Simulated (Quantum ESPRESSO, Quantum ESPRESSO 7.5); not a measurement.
**Al(111), 5 layers: solver and mixing choices**

Which eigensolver and mixing suits Al(111), 5 layers? The physics should not care; the clock does.

Main program and level: Quantum ESPRESSO 7.5; plane-wave DFT, PBE, SSSP efficiency pseudopotentials.

## 1. The starting structure

The cell holds 5 atoms: 5 Al. Cell: a = 2.864 Å, b = 2.864 Å, c = 25.353 Å, α = 90.0°, β = 90.0°, γ = 60.0°. It derives from Al. Vacuum lies along c.

## 2. Self-consistent run: david, local-TF mixing, beta 0.4, history 8

The first run is the reference of the series.

Input file c0.in:

```
&control
  prefix = 'c0'
  outdir = './out'
  pseudo_dir = './pseudo'
  calculation = 'scf'
  tprnfor = .true.
/
&system
  ibrav = 0
  nat = 5
  ntyp = 1
  ecutwfc = 45
  ecutrho = 360
  occupations = 'smearing'
  smearing = 'mv'
  degauss = 0.02
  assume_isolated = 'esm'
  esm_bc = 'bc1'
/
&electrons
  conv_thr = 1e-07
  mixing_beta = 0.4
  electron_maxstep = 80
  mixing_mode = 'local-TF'
  diagonalization = 'david'
  mixing_ndim = 8
/
ATOMIC_SPECIES
  Al  26.9815  Al.pbe-n-kjpaw_psl.1.0.0.UPF
CELL_PARAMETERS angstrom
  2.86378246380552 0.00000000000000 0.00000000000000
  1.43189123190276 2.48010836456797 0.00000000000000
  0.00000000000000 0.00000000000000 25.35307436087194
ATOMIC_POSITIONS crystal
  Al  0.666666666700 0.666666666700 -0.184456413998
  Al  0.000000000000 0.000000000000 -0.092228206999
  Al  0.333333333300 0.333333333300 0.000000000000
  Al  0.666666666700 0.666666666700 0.092228206999
  Al  0.000000000000 0.000000000000 0.184456413998
K_POINTS automatic
  12 12 1 0 0 0
```

Started as:

```sh
OMP_NUM_THREADS=1 mpirun -n 4 pw.x -nk 4 -in c0.in > c0.out
```

The program printed:

```text
Program PWSCF v.7.5 starts
[citation notice left out]

     Parallel version (MPI & OpenMP), running on       4 processor cores
     Number of MPI processes:                 4
     Threads/MPI process:                     1

     MPI processes distributed on     1 nodes
[...]
Current dimensions of program PWSCF are:
     Max number of different atomic species (ntypx) = 10
     Max number of k-points (npk) =  40000
     Max angular momentum in pseudopotentials (lmaxx) =  4
     file Al.pbe-n-kjpaw_psl.1.0.0.UPF: wavefunction(s)  3S 3P renormalized
     Message from routine setup:
     using ibrav=0 with symmetry is DISCOURAGED, use correct ibrav instead

     K-points division:     npool     =       4
     Subspace diagonalization in iterative solution of the eigenvalue problem:
     a serial algorithm will be used

     G-vector sticks info
     --------------------
     sticks:   dense  smooth     PW     G-vecs:    dense   smooth      PW
     Sum         733     367    121               140293    49663    9127

     Using Slab Decomposition

     bravais-lattice index     =            0
     lattice parameter (alat)  =       5.4118  a.u.
     unit-cell volume          =    1215.1724 (a.u.)^3
     number of atoms/cell      =            5
     number of atomic types    =            1
     number of electrons       =        15.00
     number of Kohn-Sham states=           12
     kinetic-energy cutoff     =      45.0000  Ry
     charge density cutoff     =     360.0000  Ry
     scf convergence threshold =      1.0E-07
     mixing beta               =       0.4000
     number of iterations used =            8  local-TF  mixing
     Exchange-correlation= SLA  PW   PBX  PBC
                           (   1   4   3   4   0   0   0)

     Effective Screening Medium Method
     =================================
     Boundary Conditions: Vacuum-Slab-Vacuum
     total charge in unit cell        =   0.0000
     grid points for fit at edges     =        4

     celldm(1)=   5.411765  celldm(2)=   0.000000  celldm(3)=   0.000000
     celldm(4)=   0.000000  celldm(5)=   0.000000  celldm(6)=   0.000000

     crystal axes: (cart. coord. in units of alat)
               a(1) = (   1.000000   0.000000   0.000000 )
               a(2) = (   0.500000   0.866025   0.000000 )
               a(3) = (   0.000000   0.000000   8.853003 )

     reciprocal axes: (cart. coord. in units 2 pi/alat)
               b(1) = (  1.000000 -0.577350  0.000000 )
               b(2) = (  0.000000  1.154701  0.000000 )
               b(3) = (  0.000000  0.000000  0.112956 )

     PseudoPot. # 1 for Al read from file:
     ./pseudo/Al.pbe-n-kjpaw_psl.1.0.0.UPF
     Pseudo is Projector augmented-wave + core cor, Zval =  3.0
     Generated using "atomic" code by A. Dal Corso  v.5.1
     Shape of augmentation charge: PSQ
     Using radial grid of 1135 points,  6 beta functions with:
                l(1) =   0
                l(2) =   0
                l(3) =   1
                l(4) =   1
                l(5) =   2
                l(6) =   2
     Q(r) pseudized with 0 coefficients

     atomic species   valence    mass     pseudopotential
     Al                3.00    26.98150     Al( 1.00)

     12 Sym. Ops., with inversion, found ( 6 have fractional translation)

   Cartesian axes

     site n.     atom                  positions (alat units)
         1        Al     tau(   1) = (   1.0000000   0.5773503  -1.6329932  )
         2        Al     tau(   2) = (   0.0000000   0.0000000  -0.8164966  )
         3        Al     tau(   3) = (   0.5000000   0.2886751   0.0000000  )
         4        Al     tau(   4) = (   1.0000000   0.5773503   0.8164966  )
         5        Al     tau(   5) = (   0.0000000   0.0000000   1.6329932  )

     number of k points=    19  Marzari-Vanderbilt smearing, width (Ry)=  0.0200
                       cart. coord. in units 2pi/alat
        k(    1) = (   0.0000000   0.0000000   0.0000000), wk =   0.0138889
        k(    2) = (   0.0000000   0.0962250   0.0000000), wk =   0.0833333
        k(    3) = (   0.0000000   0.1924501   0.0000000), wk =   0.0833333
        k(    4) = (   0.0000000   0.2886751   0.0000000), wk =   0.0833333
        k(    5) = (   0.0000000   0.3849002   0.0000000), wk =   0.0833333
        k(    6) = (   0.0000000   0.4811252   0.0000000), wk =   0.0833333
        k(    7) = (   0.0000000  -0.5773503   0.0000000), wk =   0.0416667
        k(    8) = (   0.0833333   0.1443376   0.0000000), wk =   0.0833333
        k(    9) = (   0.0833333   0.2405626   0.0000000), wk =   0.1666667
        k(   10) = (   0.0833333   0.3367877   0.0000000), wk =   0.1666667
[...]
k(   19) = (   0.3333333  -0.5773503   0.0000000), wk =   0.0277778

     Dense  grid:   140293 G-vectors     FFT dimensions: (  36,  36, 300)

     Smooth grid:    49663 G-vectors     FFT dimensions: (  24,  24, 216)

     Estimated max dynamical RAM per process >     208.76 MB

     Estimated total dynamical RAM >     732.30 MB

     Initial potential from superposition of free atoms

     starting charge      14.9885, renormalised to      15.0000

     negative rho (up, down):  5.043E-06 0.000E+00
     Starting wfcs are   20 randomized atomic wfcs
     Checking if some PAW data can be deallocated...

     total cpu time spent up to now is        1.3 secs

     per-process dynamical memory:    85.6 Mb

     Self-consistent Calculation

     iteration #  1     ecut=    45.00 Ry     beta= 0.40
     Davidson diagonalization with overlap
     ethr =  1.00E-02,  avg # of iterations =  5.0

     total cpu time spent up to now is        3.0 secs

     total energy              =    -197.28705505 Ry
     estimated scf accuracy    <       0.20480799 Ry

     iteration #  2     ecut=    45.00 Ry     beta= 0.40
[...]
total energy              =    -197.43812940 Ry
     estimated scf accuracy    <       0.18647826 Ry

     iteration #  3     ecut=    45.00 Ry     beta= 0.40
[...]
total energy              =    -197.43358879 Ry
     estimated scf accuracy    <       0.08978024 Ry

     iteration #  4     ecut=    45.00 Ry     beta= 0.40
[...]
c_bands:  1 eigenvalues not converged
[...]
total energy              =    -197.44228732 Ry
     estimated scf accuracy    <       0.01251512 Ry

     iteration #  5     ecut=    45.00 Ry     beta= 0.40
[...]
c_bands:  2 eigenvalues not converged
     c_bands:  2 eigenvalues not converged
     c_bands:  1 eigenvalues not converged
[...]
total energy              =    -197.45987452 Ry
     estimated scf accuracy    <       0.00549022 Ry

     iteration #  6     ecut=    45.00 Ry     beta= 0.40
[...]
c_bands:  1 eigenvalues not converged
     c_bands:  1 eigenvalues not converged
     c_bands:  3 eigenvalues not converged
[...]
total energy              =    -197.46426487 Ry
     estimated scf accuracy    <       0.00548912 Ry

     iteration #  7     ecut=    45.00 Ry     beta= 0.40
[...]
total energy              =    -197.46326556 Ry
     estimated scf accuracy    <       0.02661866 Ry

     iteration #  8     ecut=    45.00 Ry     beta= 0.40
[...]
total energy              =    -197.46358472 Ry
     estimated scf accuracy    <       0.01068422 Ry

     iteration #  9     ecut=    45.00 Ry     beta= 0.40
[...]
negative rho (up, down):  9.206E-06 0.000E+00

[...]
total energy              =    -197.46104305 Ry
     estimated scf accuracy    <       0.00977067 Ry

     iteration # 10     ecut=    45.00 Ry     beta= 0.40
[...]
negative rho (up, down):  1.473E-03 0.000E+00

[...]
total energy              =    -197.45977991 Ry
     estimated scf accuracy    <       0.00309205 Ry

     iteration # 11     ecut=    45.00 Ry     beta= 0.40
[...]
c_bands:  3 eigenvalues not converged
     c_bands:  1 eigenvalues not converged
[...]
negative rho (up, down):  1.019E-03 0.000E+00

[...]
total energy              =    -197.46037735 Ry
     estimated scf accuracy    <       0.00013581 Ry

     iteration # 12     ecut=    45.00 Ry     beta= 0.40
[...]
c_bands:  1 eigenvalues not converged
     c_bands:  1 eigenvalues not converged
     c_bands:  3 eigenvalues not converged
     c_bands:  2 eigenvalues not converged
[...]
negative rho (up, down):  1.050E-03 0.000E+00

[...]
total energy              =    -197.46110157 Ry
     estimated scf accuracy    <       0.00024912 Ry

     iteration # 13     ecut=    45.00 Ry     beta= 0.40
[...]
c_bands:  1 eigenvalues not converged
[...]
negative rho (up, down):  2.485E-04 0.000E+00

[...]
total energy              =    -197.46079098 Ry
     estimated scf accuracy    <       0.00027374 Ry

     iteration # 14     ecut=    45.00 Ry     beta= 0.40
[...]
c_bands:  1 eigenvalues not converged
     c_bands:  1 eigenvalues not converged
     c_bands:  2 eigenvalues not converged
     c_bands:  1 eigenvalues not converged
[...]
negative rho (up, down):  3.227E-04 0.000E+00

[...]
total energy              =    -197.46089092 Ry
     estimated scf accuracy    <       0.00039870 Ry

[...]
iteration # 21     ecut=    45.00 Ry     beta= 0.40
[...]
negative rho (up, down):  1.211E-07 0.000E+00

[...]
total energy              =    -197.46092847 Ry
     estimated scf accuracy    <       0.00000147 Ry

     iteration # 22     ecut=    45.00 Ry     beta= 0.40
[...]
negative rho (up, down):  3.645E-07 0.000E+00

[...]
total energy              =    -197.46092828 Ry
     estimated scf accuracy    <       0.00000158 Ry

     iteration # 23     ecut=    45.00 Ry     beta= 0.40
[...]
negative rho (up, down):  6.921E-07 0.000E+00

[...]
total energy              =    -197.46092813 Ry
     estimated scf accuracy    <       0.00000157 Ry

     iteration # 24     ecut=    45.00 Ry     beta= 0.40
[...]
negative rho (up, down):  5.604E-07 0.000E+00

[...]
total energy              =    -197.46092822 Ry
     estimated scf accuracy    <       0.00000142 Ry

     iteration # 25     ecut=    45.00 Ry     beta= 0.40
[...]
negative rho (up, down):  8.195E-07 0.000E+00

[...]
total energy              =    -197.46092879 Ry
     estimated scf accuracy    <       0.00000143 Ry

     iteration # 26     ecut=    45.00 Ry     beta= 0.40
[...]
negative rho (up, down):  3.139E-05 0.000E+00

[...]
total energy              =    -197.46092456 Ry
     estimated scf accuracy    <       0.00000196 Ry

     iteration # 27     ecut=    45.00 Ry     beta= 0.40
[...]
negative rho (up, down):  4.859E-05 0.000E+00

[...]
total energy              =    -197.46092351 Ry
     estimated scf accuracy    <       0.00000079 Ry

     iteration # 28     ecut=    45.00 Ry     beta= 0.40
[...]
negative rho (up, down):  2.880E-06 0.000E+00

[...]
End of self-consistent calculation

          k = 0.0000 0.0000 0.0000 (  6145 PWs)   bands (ev):

   -14.9631 -14.2810 -13.1655 -11.6382  -9.7307  -7.6843  -5.2660  -2.8936
    -1.0657  -0.0818   0.0864   1.6340

          k = 0.0000 0.0962 0.0000 (  6178 PWs)   bands (ev):

   -14.7961 -14.1147 -13.0003 -11.4740  -9.5667  -7.5277  -5.1100  -2.7401
    -0.9079   0.0809   0.2498   1.7846

          k = 0.0000 0.1925 0.0000 (  6182 PWs)   bands (ev):

   -14.2966 -13.6171 -12.5057 -10.9831  -9.0769  -7.0589  -4.6465  -2.2943
    -0.4658   0.5207   0.7070   1.1904

          k = 0.0000 0.2887 0.0000 (  6188 PWs)   bands (ev):

   -13.4679 -12.7918 -11.6856 -10.1697  -8.2690  -6.2821  -3.9158  -2.1317
    -1.3285  -1.1887  -0.2263   0.4391

          k = 0.0000 0.3849 0.0000 (  6206 PWs)   bands (ev):

   -12.3160 -11.6447 -10.5466  -9.0430  -7.1686  -5.2716  -4.6037  -3.9262
    -2.9081  -2.5755  -1.4502  -0.3068

          k = 0.0000 0.4811 0.0000 (  6226 PWs)   bands (ev):

   -10.8489 -10.1848  -9.1011  -7.6439  -7.0249  -6.4610  -5.6373  -5.0721
    -3.7454  -3.7164  -1.9149  -1.2862

[...]
the Fermi energy is    -4.1048 ev

!    total energy              =    -197.46092733 Ry
     total all-electron energy =     -2428.174835 Ry
     estimated scf accuracy    <       0.00000006 Ry
     smearing contrib. (-TS)   =      -0.00037725 Ry
     internal energy E=F+TS    =    -197.46055008 Ry

     The total energy is F=E-TS. E is the sum of the following terms:
     one-electron contribution =     833.19762465 Ry
     hartree contribution      =    -415.29060774 Ry
     xc contribution           =     -12.77093513 Ry
     ewald contribution        =    -429.20544930 Ry
     one-center paw contrib.   =    -173.39118256 Ry

     convergence has been achieved in  28 iterations

     negative rho (up, down):  2.880E-06 0.000E+00

     Forces acting on atoms (cartesian axes, Ry/au):

     atom    1 type  1   force =     0.00000000    0.00000000   -0.00229399
     atom    2 type  1   force =    -0.00000000   -0.00000000    0.00306468
     atom    3 type  1   force =     0.00000000   -0.00000000    0.00000000
     atom    4 type  1   force =     0.00000000    0.00000000   -0.00306468
     atom    5 type  1   force =     0.00000000   -0.00000000    0.00229399

     Total force =     0.005414     Total SCF correction =     0.000142

[...]
=------------------------------------------------------------------------------=
   JOB DONE.
=------------------------------------------------------------------------------=
[...]
```

Wall time 49 s (4 MPI ranks of Arm Neoverse V2, shared host); peak memory 0.85 GiB; 3.2 min of CPU time.

Numbers from this step:

```
free energy                                                    : -2686.5928 eV
Fermi energy                                                   : -4.105 eV
vacuum line at the lower end of the cell, over the Fermi level : 4.105 eV
vacuum line at the upper end of the cell, over the Fermi level : 4.105 eV
```

Electrostatic potential energy of an electron; zero at the Fermi level. Potential energy, planar mean against z:

| z (Å) | potential energy, planar mean (eV) |
| --- | --- |
| -12.5 | 4.10 |
| -12.0 | 4.10 |
| -11.5 | 4.10 |
| -11.0 | 4.10 |
| -10.5 | 4.10 |
| -10.0 | 4.10 |
| -9.5 | 4.10 |
| -9.0 | 4.10 |
| -8.5 | 4.10 |
| -8.0 | 4.09 |
| -7.5 | 4.06 |
| -7.0 | 3.94 |
| -6.5 | 3.53 |
| -6.0 | 2.16 |
| -5.5 | -1.96 |
| -5.0 | -8.74 |
| -4.5 | -10.1 |
| -4.0 | -4.16 |
| -3.5 | -0.508 |
| -3.0 | -4.29 |
| -2.5 | -10.2 |
| -2.0 | -8.60 |
| -1.5 | -2.21 |
| -1.0 | -0.911 |
| -0.5 | -6.57 |
| 0.0 | -10.8 |
| 0.5 | -6.57 |
| 1.0 | -0.911 |
| 1.5 | -2.21 |
| 2.0 | -8.60 |
| 2.5 | -10.2 |
| 3.0 | -4.29 |
| 3.5 | -0.508 |
| 4.0 | -4.16 |
| 4.5 | -10.1 |
| 5.0 | -8.74 |
| 5.5 | -1.96 |
| 6.0 | 2.16 |
| 6.5 | 3.53 |
| 7.0 | 3.94 |
| 7.5 | 4.06 |
| 8.0 | 4.09 |
| 8.5 | 4.10 |
| 9.0 | 4.10 |
| 9.5 | 4.10 |
| 10.0 | 4.10 |
| 10.5 | 4.10 |
| 11.0 | 4.10 |
| 11.5 | 4.10 |
| 12.0 | 4.10 |
| 12.5 | 4.10 |

The program's own clock; routines nest. Time by routine:

| routine | wall time (s) | calls |
| --- | --- | --- |
| PWSCF | 48.25 | 1 |
| electrons | 46.47 | 1 |
| c_bands | 20.94 | 28 |
| cegterg | 15.44 | 140 |
| h_psi | 12.34 | 1000 |
| fftw | 9.95 | 12760 |
| vloc_psi | 9.52 | 1000 |
| PAW_pot | 6.69 | 29 |
| mix_rho | 6.44 | 28 |
| sum_band | 5.5 | 28 |
| v_of_rho | 3.99 | 29 |
| ffts | 3.77 | 2628 |
| newd | 3.14 | 29 |
| fft | 1.93 | 386 |

The vacuum levels are read from the outermost 0.7 Å of the cell on either side.

The run needed 28 iterations to bring the estimated error under 1e-07 Ry; the largest force on any atom, held or free, is 0.08 eV/Å.

Inside the slab this potential holds the local part of the pseudopotentials, which can be repulsive at the nuclei; only its value in the vacuum has a meaning of its own.

## 3. Ground state: david, plain mixing, beta 0.4, history 8

c1.in is the input of step 2 with these lines changed:

```diff
@@ -1,3 +1,3 @@
 &control
-  prefix = 'c0'
+  prefix = 'c1'
   outdir = './out'
@@ -23,3 +23,3 @@
   electron_maxstep = 80
-  mixing_mode = 'local-TF'
+  mixing_mode = 'plain'
   diagonalization = 'david'
```

Started as:

```sh
OMP_NUM_THREADS=1 mpirun -n 4 pw.x -nk 4 -in c1.in > c1.out
```

The program printed:

```text
[banner, memory and clock lines left out]
Program PWSCF v.7.5 starts
[...]
Message from routine setup:
[...]
number of electrons       =        15.00
     number of Kohn-Sham states=           12
     kinetic-energy cutoff     =      45.0000  Ry
     charge density cutoff     =     360.0000  Ry
[...]
number of k points=    19  Marzari-Vanderbilt smearing, width (Ry)=  0.0200
[...]
Dense  grid:   140293 G-vectors     FFT dimensions: (  36,  36, 300)
[...]
negative rho (up, down):  5.043E-06 0.000E+00
     Starting wfcs are   20 randomized atomic wfcs
[...]
estimated scf accuracy    <       0.20480799 Ry
[...]
estimated scf accuracy    <       4.80081015 Ry
[...]
estimated scf accuracy    <       0.05319860 Ry
[...]
estimated scf accuracy    <       0.05362398 Ry
[...]
estimated scf accuracy    <       0.15819514 Ry
[...]
estimated scf accuracy    <       0.02936762 Ry
[...]
estimated scf accuracy    <       0.00003288 Ry
[...]
estimated scf accuracy    <       0.00462396 Ry
[...]
estimated scf accuracy    <       0.00505477 Ry
[...]
estimated scf accuracy    <       0.00041451 Ry
[...]
negative rho (up, down):  3.046E-07 0.000E+00
[...]
estimated scf accuracy    <       0.00052142 Ry
[...]
negative rho (up, down):  1.177E-06 0.000E+00
[...]
estimated scf accuracy    <       0.00006383 Ry
[...]
negative rho (up, down):  8.132E-07 0.000E+00
[...]
estimated scf accuracy    <       0.00000161 Ry
[...]
negative rho (up, down):  1.241E-06 0.000E+00
[...]
estimated scf accuracy    <       0.00000662 Ry
[...]
negative rho (up, down):  2.294E-06 0.000E+00
[...]
estimated scf accuracy    <       0.00000831 Ry
[...]
negative rho (up, down):  2.717E-06 0.000E+00
[...]
estimated scf accuracy    <       0.00001683 Ry
[...]
negative rho (up, down):  2.690E-06 0.000E+00
[...]
estimated scf accuracy    <       0.00001968 Ry
[...]
negative rho (up, down):  2.691E-06 0.000E+00
[...]
estimated scf accuracy    <       0.00001973 Ry
[...]
negative rho (up, down):  2.737E-06 0.000E+00
[...]
estimated scf accuracy    <       0.00001993 Ry
[...]
negative rho (up, down):  2.674E-06 0.000E+00
[...]
estimated scf accuracy    <       0.00002084 Ry
[...]
negative rho (up, down):  2.704E-06 0.000E+00
[...]
estimated scf accuracy    <       0.00002143 Ry
[...]
negative rho (up, down):  3.046E-06 0.000E+00
[...]
estimated scf accuracy    <       0.00001813 Ry
[...]
negative rho (up, down):  2.845E-06 0.000E+00
[...]
estimated scf accuracy    <       0.00000088 Ry
[...]
negative rho (up, down):  2.862E-06 0.000E+00
[...]
estimated scf accuracy    <       0.00000034 Ry
[...]
negative rho (up, down):  2.677E-06 0.000E+00
[...]
estimated scf accuracy    <       0.00000038 Ry
[...]
negative rho (up, down):  2.512E-06 0.000E+00
[...]
estimated scf accuracy    <       0.00000035 Ry
[...]
negative rho (up, down):  2.791E-06 0.000E+00
[...]
estimated scf accuracy    <       0.00000099 Ry
[...]
negative rho (up, down):  2.647E-06 0.000E+00
[...]
estimated scf accuracy    <       0.00000237 Ry
[...]
negative rho (up, down):  2.911E-06 0.000E+00
[...]
estimated scf accuracy    <       0.00000129 Ry
[...]
negative rho (up, down):  2.906E-06 0.000E+00
[...]
estimated scf accuracy    <       0.00000036 Ry
[...]
negative rho (up, down):  2.874E-06 0.000E+00
[...]
estimated scf accuracy    <       0.00000022 Ry
[...]
negative rho (up, down):  2.868E-06 0.000E+00
[...]
the Fermi energy is    -4.1092 ev
!    total energy              =    -197.46092754 Ry
[...]
estimated scf accuracy    <          5.8E-09 Ry
     smearing contrib. (-TS)   =      -0.00037629 Ry
     internal energy E=F+TS    =    -197.46055125 Ry
[...]
one-electron contribution =     833.19691562 Ry
     hartree contribution      =    -415.28988030 Ry
     xc contribution           =     -12.77094631 Ry
     ewald contribution        =    -429.20544930 Ry
[...]
convergence has been achieved in  32 iterations
     negative rho (up, down):  2.868E-06 0.000E+00
[...]
Total force =     0.005324     Total SCF correction =     0.000090
[...]
```

Wall time 54 s (4 MPI ranks); peak memory 0.83 GiB.

Numbers from this step:

```
Fermi energy                                                   : -4.109 eV
vacuum line at the lower end of the cell, over the Fermi level : 4.109 eV
vacuum line at the upper end of the cell, over the Fermi level : 4.109 eV
```

The program's own clock; routines nest. Time by routine:

| routine | wall time (s) | calls |
| --- | --- | --- |
| PWSCF | 53.94 | 1 |
| electrons | 52.13 | 1 |
| c_bands | 29.84 | 32 |
| cegterg | 19.29 | 168 |
| h_psi | 15.5 | 993 |
| fftw | 12.53 | 16098 |
| vloc_psi | 12.13 | 993 |
| PAW_pot | 7.71 | 33 |
| sum_band | 6.3 | 32 |
| v_of_rho | 4.39 | 33 |
| newd | 3.58 | 33 |
| fft | 2.18 | 438 |
| calbec | 2.06 | 1173 |
| add_vuspsi | 1.69 | 993 |

Counted from each run's own zero (the Fermi level), the vacuum level differs from the first run's by +4 meV.

(Part 1 of 3 ends here.)

[Logs are printed without paths, hosts, clocks, repeated set-up lines and the standing remarks that a program may print on its own settings, such as how far it seeks lower states.]

[Hosts, paths, dates, database ids (printed as entryN), source tags and the programs' standing remarks are cut or masked in the printed files.]

[Maps of the electrostatic potential energy from Ansatz leave out the sawtooth potential of an applied field or a dipole correction, so their vacuum need not be flat; planar profiles and work functions include it.]
